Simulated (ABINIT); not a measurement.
# AlSn3 (Pm-3m): from the cell to the phonon bands, part 4 of 4

How does AlSn3 (Pm-3m) vibrate, and is this structure a minimum?

ABINIT 10.8.3; DFT LDA, scalar-relativistic, plane waves, HGH norm-conserving pseudopotentials.

So far. Step 6 (Linear response at Γ): The acoustic modes at Γ come out as far as 0.2 cm⁻¹ from zero, where they should vanish, a small numerical error. The lowest optical mode is imaginary, 63i cm⁻¹, an instability at this level and on this k mesh. Step 7 (Modes with the sum rule): The rule moves no optical mode by more than 0.1 cm⁻¹. The relaxed cell has a = 4.559 Å (conventional setting).

The structure was built from a prototype and need not be the compound's stable phase.

**9. Interpolated phonon bands**

anaddb transforms the dynamical matrices to force constants and back along the path; points of the mesh come back as solved, but for the sum rule and, in polar crystals, the LO-TO term at Γ; the rest is interpolation.

File anaddb.abi:

```
ddb_filepath "all_DDB"
output_file "anaddb.abo"
outdata_prefix "anaddb"
ifcflag 1
ngqpt 2 2 2
nqshft 1
q1shft 0.0 0.0 0.0
asr 1
chneut 0
dipdip 0
dipquad 0
quadquad 0
enunit 0
eivec 0
nph1l 62
qph1l 
    0.0 0.0 0.0 1.0
    0.0 0.05 0.0 1.0
    0.0 0.1 0.0 1.0
    0.0 0.15 0.0 1.0
    0.0 0.2 0.0 1.0
    0.0 0.25 0.0 1.0
    0.0 0.3 0.0 1.0
    0.0 0.35 0.0 1.0
    0.0 0.4 0.0 1.0
    0.0 0.45 0.0 1.0
    0.0 0.5 0.0 1.0
    0.05 0.5 0.0 1.0
    0.1 0.5 0.0 1.0
    0.15 0.5 0.0 1.0
    0.2 0.5 0.0 1.0
    0.25 0.5 0.0 1.0
    0.3 0.5 0.0 1.0
    0.35 0.5 0.0 1.0
    0.4 0.5 0.0 1.0
    0.45 0.5 0.0 1.0
    0.5 0.5 0.0 1.0
    0.45 0.45 0.0 1.0
    0.4 0.4 0.0 1.0
    0.35 0.35 0.0 1.0
    0.3 0.3 0.0 1.0
    0.25 0.25 0.0 1.0
    0.2 0.2 0.0 1.0
    0.15 0.15 0.0 1.0
    0.1 0.1 0.0 1.0
    0.05 0.05 0.0 1.0
    0.0 0.0 0.0 1.0
    0.05 0.05 0.05 1.0
    0.1 0.1 0.1 1.0
    0.15 0.15 0.15 1.0
    0.2 0.2 0.2 1.0
    0.25 0.25 0.25 1.0
    0.3 0.3 0.3 1.0
    0.35 0.35 0.35 1.0
    0.4 0.4 0.4 1.0
    0.45 0.45 0.45 1.0
    0.5 0.5 0.5 1.0
    0.45 0.5 0.45 1.0
    0.4 0.5 0.4 1.0
    0.35 0.5 0.35 1.0
    0.3 0.5 0.3 1.0
    0.25 0.5 0.25 1.0
    0.2 0.5 0.2 1.0
    0.15 0.5 0.15 1.0
    0.1 0.5 0.1 1.0
    0.05 0.5 0.05 1.0
    0.0 0.5 0.0 1.0
    0.5 0.5 0.5 1.0
    0.5 0.5 0.45 1.0
    0.5 0.5 0.4 1.0
    0.5 0.5 0.35 1.0
    0.5 0.5 0.3 1.0
    0.5 0.5 0.25 1.0
    0.5 0.5 0.2 1.0
    0.5 0.5 0.15 1.0
    0.5 0.5 0.1 1.0
    0.5 0.5 0.05 1.0
    0.5 0.5 0.0 1.0
```

File mrgddb.in:

```
all_DDB
merged
4
dfpt_gammao_DDB
dfpt_qo_DS1_DDB
dfpt_qo_DS2_DDB
dfpt_qo_DS3_DDB
```

Launch:

```
$ mrgddb < mrgddb.in > mrgddb.log
$ OMP_NUM_THREADS=1 anaddb anaddb.abi > anaddb.log
```

anaddb.abo, the main output file:

```text
[banners, grids, parts of the stress and lines that vanish by symmetry left out]
-outvars_anaddb: echo values of input variables ----------------------

 Flags :
[...]
Phonon wavevector (reduced coordinates) :  0.00000  0.00000  0.00000
 Phonon energies in Hartree :
[...]
Phonon frequencies in cm-1    :
- -6.316048E+01 -6.316048E+01 -6.316048E+01  0.000000E+00  0.000000E+00
-  0.000000E+00  4.212370E+01  4.212370E+01  4.212370E+01  1.355851E+02
-  1.355851E+02  1.355851E+02
[...]
Phonon wavevector (reduced coordinates) :  0.00000  0.05000  0.00000
 Phonon energies in Hartree :
[...]
Phonon frequencies in cm-1    :
- -6.249000E+01 -6.249000E+01 -6.184553E+01  7.126617E+00  7.126617E+00
-  8.953179E+00  4.289076E+01  4.289076E+01  4.375185E+01  1.349736E+02
-  1.349736E+02  1.351136E+02
[...]
Phonon wavevector (reduced coordinates) :  0.00000  0.10000  0.00000
 Phonon energies in Hartree :
[...]
Phonon frequencies in cm-1    :
- -6.047744E+01 -6.047744E+01 -5.786042E+01  1.407771E+01  1.407771E+01
-  1.777522E+01  4.508844E+01  4.508844E+01  4.819843E+01  1.331564E+02
-  1.331564E+02  1.337123E+02
[...]
Phonon wavevector (reduced coordinates) :  0.00000  0.15000  0.00000
 Phonon energies in Hartree :
[...]
Phonon frequencies in cm-1    :
- -5.711398E+01 -5.711398E+01 -5.103743E+01  2.067911E+01  2.067911E+01
-  2.640366E+01  4.845279E+01  4.845279E+01  5.446520E+01  1.301853E+02
-  1.301853E+02  1.314220E+02
[...]
Phonon wavevector (reduced coordinates) :  0.00000  0.20000  0.00000
 Phonon energies in Hartree :
[...]
Phonon frequencies in cm-1    :
- -5.236766E+01 -5.236766E+01 -4.084817E+01  2.675969E+01  2.675969E+01
-  3.482746E+01  5.265995E+01  5.265995E+01  6.151146E+01  1.261463E+02
-  1.261463E+02  1.283146E+02
[...]
Phonon wavevector (reduced coordinates) :  0.00000  0.25000  0.00000
 Phonon energies in Hartree :
[...]
Phonon frequencies in cm-1    :
- -4.616053E+01 -4.616053E+01 -2.511446E+01  3.215433E+01  3.215433E+01
-  4.302587E+01  5.741659E+01  5.741659E+01  6.850239E+01  1.211593E+02
-  1.211593E+02  1.245006E+02
  Phonon wavevector (reduced coordinates) :  0.00000  0.30000  0.00000
 Phonon energies in Hartree :
[...]
Phonon frequencies in cm-1    :
- -3.833578E+01 -3.833578E+01  2.017674E+01  3.670983E+01  3.670983E+01
-  5.092014E+01  6.251679E+01  6.251679E+01  7.482400E+01  1.153806E+02
-  1.153806E+02  1.201484E+02
  Phonon wavevector (reduced coordinates) :  0.00000  0.35000  0.00000
 Phonon energies in Hartree :
[...]
Phonon frequencies in cm-1    :
[...]
-  1.090133E+02  1.155283E+02
  Phonon wavevector (reduced coordinates) :  0.00000  0.40000  0.00000
 Phonon energies in Hartree :
[...]
Phonon frequencies in cm-1    :
[...]
-  1.023440E+02  1.111072E+02
  Phonon wavevector (reduced coordinates) :  0.00000  0.45000  0.00000
 Phonon energies in Hartree :
[...]
Phonon frequencies in cm-1    :
[...]
-  9.593494E+01  1.076939E+02
  Phonon wavevector (reduced coordinates) :  0.00000  0.50000  0.00000
 Phonon energies in Hartree :
[...]
Phonon frequencies in cm-1    :
[...]
-  9.223612E+01  1.063655E+02
  Phonon wavevector (reduced coordinates) :  0.05000  0.50000  0.00000
 Phonon energies in Hartree :
[...]
Phonon frequencies in cm-1    :
[...]
-  9.257634E+01  1.062502E+02
  Phonon wavevector (reduced coordinates) :  0.10000  0.50000  0.00000
 Phonon energies in Hartree :
[...]
Phonon frequencies in cm-1    :
[...]
-  9.351906E+01  1.059211E+02
  Phonon wavevector (reduced coordinates) :  0.15000  0.50000  0.00000
 Phonon energies in Hartree :
[...]
Phonon frequencies in cm-1    :
[...]
-  9.487883E+01  1.054264E+02
[...]
-  1.167342E+02  1.167342E+02
  Phonon wavevector (reduced coordinates) :  0.25000  0.25000  0.25000
 Phonon energies in Hartree :
[...]
Phonon frequencies in cm-1    :
[...]
-  6.459640E+01  6.459640E+01  7.259745E+01  9.790826E+01  1.130324E+02
-  1.143926E+02  1.143926E+02
  Phonon wavevector (reduced coordinates) :  0.30000  0.30000  0.30000
 Phonon energies in Hartree :
[...]
Phonon frequencies in cm-1    :
- -3.056882E+01 -8.816027E+00 -8.816027E+00  4.744212E+01  4.744212E+01
-  6.210308E+01  6.210308E+01  6.899536E+01  1.102901E+02  1.181113E+02
-  1.181113E+02  1.193320E+02
  Phonon wavevector (reduced coordinates) :  0.35000  0.35000  0.35000
 Phonon energies in Hartree :
[...]
Phonon frequencies in cm-1    :
- -3.260465E+01 -2.425578E+01 -2.425578E+01  5.005435E+01  5.005435E+01
-  5.702002E+01  5.702002E+01  6.189581E+01  1.220854E+02  1.254841E+02
-  1.254841E+02  1.276879E+02
  Phonon wavevector (reduced coordinates) :  0.40000  0.40000  0.40000
 Phonon energies in Hartree :
[...]
Phonon frequencies in cm-1    :
- -3.612239E+01 -3.326327E+01 -3.326327E+01  5.097817E+01  5.097817E+01
[...]
-  1.329535E+02  1.347922E+02
  Phonon wavevector (reduced coordinates) :  0.45000  0.45000  0.45000
 Phonon energies in Hartree :
[...]
Phonon frequencies in cm-1    :
[...]
-  1.382431E+02  1.394432E+02
  Phonon wavevector (reduced coordinates) :  0.50000  0.50000  0.50000
 Phonon energies in Hartree :
[...]
Phonon frequencies in cm-1    :
[...]
Phonon wavevector (reduced coordinates) :  0.50000  0.50000  0.05000
 Phonon energies in Hartree :
[...]
Phonon frequencies in cm-1    :
[...]
-  1.041287E+02  1.057500E+02
  Phonon wavevector (reduced coordinates) :  0.50000  0.50000  0.00000
 Phonon energies in Hartree :
[...]
Phonon frequencies in cm-1    :
- -3.368163E+01  4.022142E+01  4.022142E+01  5.103658E+01  6.108091E+01
-  6.108091E+01  7.205357E+01  8.962783E+01  9.651457E+01  1.025713E+02
-  1.025713E+02  1.027689E+02
-
```

Run time: 0.59 s. Hardware: 1 thread of Arm Neoverse N1, shared host.

Read from the output:

* lowest frequency on the path: -63.16 cm⁻¹

Anaddb. The phonon branches at the labelled points (cm⁻¹):

```csv
point,branch 1,branch 2,branch 3,branch 4,branch 9,branch 10,branch 11,branch 12
Γ,-63,-63,-63,0,42,136,136,136
halfway,-46,-46,-25,32,68,121,121,124
X,17,17,45,45,86,92,92,106
halfway,15,31,44,48,94,98,98,104
M,-34,40,40,51,96,103,103,103
halfway,-29,-18,25,26,82,112,113,115
Γ,-63,-63,-63,0,42,136,136,136
halfway,-33,15,15,41,98,113,114,114
R,-40,-40,-40,48,140,140,140,141
halfway,-17,-12,17,51,111,115,115,118
X,17,17,45,45,86,92,92,106
jump to R,-40,-40,-40,48,140,140,140,141
halfway,-37,-18,-18,49,124,125,125,128
M,-34,40,40,51,96,103,103,103
```

The path dips to 63i cm⁻¹.

**10. Density of states**

Sums over the zone need many more wavevectors than were solved, so the interpolation is sampled on a dense mesh.

File anaddb.abi:

```
ddb_filepath "all_DDB"
output_file "anaddb.abo"
outdata_prefix "anaddb"
ifcflag 1
ngqpt 2 2 2
nqshft 1
q1shft 0.0 0.0 0.0
asr 1
chneut 0
dipdip 0
dipquad 0
quadquad 0
prtdos 2
ng2qpt 10 10 10
dosdeltae 4.5563e-06
ntemper 11
temperinc 100.0
tempermin 0.0
```

Launch:

```
$ OMP_NUM_THREADS=1 anaddb anaddb.abi > anaddb.log
```

anaddb.abo, the main output file:

```text
-outvars_anaddb: echo values of input variables ----------------------

 Flags :
     ifcflag         1
 Miscellaneous information :
         asr         1
      chneut         0
 Interatomic Force Constants Inputs :
      dipdip         0
     dipquad         0
    quadquad         0
      ifcana         0
      ifcout         0
 Description of grid 1 :
        brav         1
       ngqpt         2         2         2
      nqshft         1
      q1shft
                     0.00000000E+00  0.00000000E+00  0.00000000E+00
 Phonon DOS information :
   dosdeltae  4.55630000E-06
    dossmear  4.55633525E-06
 Description of grid 2 (Fourier interp. or BZ sampling):
      ng2qpt        10        10        10
      ngrids         4
      q2shft         0.00000000E+00  0.00000000E+00  0.00000000E+00

================================================================================

 read the DDB information and perform some checks

  ==== Info on the Cryst% object ====
 Real(R)+Recip(G) space primitive vectors, cartesian coordinates (Bohr,Bohr^-1):
 R(1)=  8.6158936  0.0000000  0.0000000  G(1)=  0.1160646  0.0000000  0.0000000
 R(2)=  0.0000000  8.6158936  0.0000000  G(2)=  0.0000000  0.1160646  0.0000000
 R(3)=  0.0000000  0.0000000  8.6158936  G(3)=  0.0000000  0.0000000  0.1160646
 Unit cell volume ucvol=  6.3958899E+02 bohr^3
 Angles (23,13,12)=  9.00000000E+01  9.00000000E+01  9.00000000E+01 degrees
 Time-reversal symmetry is present
 Reduced atomic positions [iatom, xred, symbol]:
    1)    0.0000000  0.0000000  0.0000000  Al
    2)    0.0000000  0.5000000  0.5000000  Sn
    3)    0.5000000  0.0000000  0.5000000  Sn
    4)    0.5000000  0.5000000  0.0000000  Sn

 DDB file with 4 blocks has been read.

================================================================================

 Calculation of the interatomic forces

       Homogeneous q point set in the B.Z.
 Grid q points  :        8
  1)   0.00000000E+00  0.00000000E+00  0.00000000E+00
  2)   5.00000000E-01  0.00000000E+00  0.00000000E+00
  3)   0.00000000E+00  5.00000000E-01  0.00000000E+00
  4)   5.00000000E-01  5.00000000E-01  0.00000000E+00
  5)   0.00000000E+00  0.00000000E+00  5.00000000E-01
  6)   5.00000000E-01  0.00000000E+00  5.00000000E-01
  7)   0.00000000E+00  5.00000000E-01  5.00000000E-01
  8)   5.00000000E-01  5.00000000E-01  5.00000000E-01

 The interatomic forces have been obtained

================================================================================

 Calculation of phonon density of states

 Average speed of sound partial sums:     0.8882792810E-03 (at units)
-                                   =           1.9433 [km/s]

 Debye frequency from partial sums:     0.4018520558E-03 (Ha)
-                                 =     0.2644059510E+01 (THz)
-Debye temperature from partial sums:     0.1268948429E+03 (K)

 Average speed of sound:     0.5888840120E-04 (at units)
-                      =           0.1288 [km/s]

 Debye frequency from DOS:     0.2664074868E-04 (Ha)
-                        =     0.1752877057E+00 (THz)
-Debye temperature from DOS:     0.8412483075E+01 (K)

-
```

Elapsed: 0.75 s, on 1 thread.

Read from the output:

* share of modes beyond 3i cm⁻¹ on the dense interpolated mesh: 0.1223

The phonon density of states has structure finer than the step of the table below, so its rows give means over 5 cm⁻¹, whole bins alone (the curve runs from -93.2 to 171 cm⁻¹). Peaks (cm⁻¹: height): -30.2: 0.0587, 50.8: 0.261, 69.8: 0.185, 107.8: 0.170.

Tetrahedra. Table of phonon density of states by wavenumber; means over each step:

```csv
wavenumber (cm⁻¹),phonon density of states (1/cm⁻¹/cell)
-70,0
-65,2.6e-5
-60,0.00341
-55,0.00803
-50,0.0108
-45,0.0128
-40,0.0180
-35,0.0383
-30,0.0539
-25,0.0476
-20,0.0361
-15,0.0239
-10,0.0204
-5,0.0204
0,0.0210
5,0.0222
10,0.0272
15,0.0350
20,0.0453
25,0.0661
30,0.0667
35,0.0718
40,0.0750
45,0.0803
50,0.175
55,0.132
60,0.137
65,0.128
70,0.142
75,0.0581
80,0.0448
85,0.0294
90,0.0271
95,0.0425
100,0.0704
105,0.131
110,0.160
115,0.127
120,0.0788
125,0.0552
130,0.0367
135,0.0163
140,0.00207
145,0
```

**11. What came out**

```json
{"space group after relaxation": "Pm-3m", "volume per atom": "23.7 Å³", "highest optical zone-centre mode (no LO-TO term)": "135.6 cm⁻¹", "lowest optical zone-centre mode": "-63.2 cm⁻¹", "q mesh": "2×2×2", "lowest mode on the q mesh (acoustic ones at the zone centre apart)": "-63.2 cm⁻¹", "imaginary modes on the q mesh": "yes"}
```

AlSn3 (Pm-3m) is unstable: a mode solved on the 2×2×2 mesh is imaginary, 63i cm⁻¹; its spectrum reaches 141 cm⁻¹. At the LDA level the optical modes of AlSn3 (Pm-3m) at the zone centre run from 63i to 136 cm⁻¹, so the structure is a saddle point, with 3 modes beyond 10i cm⁻¹ there. The most unstable solved mode lies at the zone centre, but modes at other wavevectors are imaginary too, so the distortion may enlarge the cell. These are harmonic frequencies at zero temperature: anharmonic shifts and linewidths and thermal expansion are left out. The HGH files keep few electrons and have no core correction, which is cheap but rough for Sn. In a metal the frequencies hang on the k mesh and the smearing, most of all near Kohn anomalies. The runs are without spin polarisation, although the cell has an odd electron count or an open d or f shell, so a magnetic state was not tested. The structure is a hypothetical one, built on a prototype.

[Host names and launcher messages were left out of these logs when they were recorded.]

[Logs are printed without paths, hosts, clocks, repeated set-up lines and the standing remarks that a program may print on its own settings, such as how far it seeks lower states.]

[Hosts, paths, dates, database ids (printed as entryN), source tags and the programs' standing remarks are cut or masked in the printed files.]
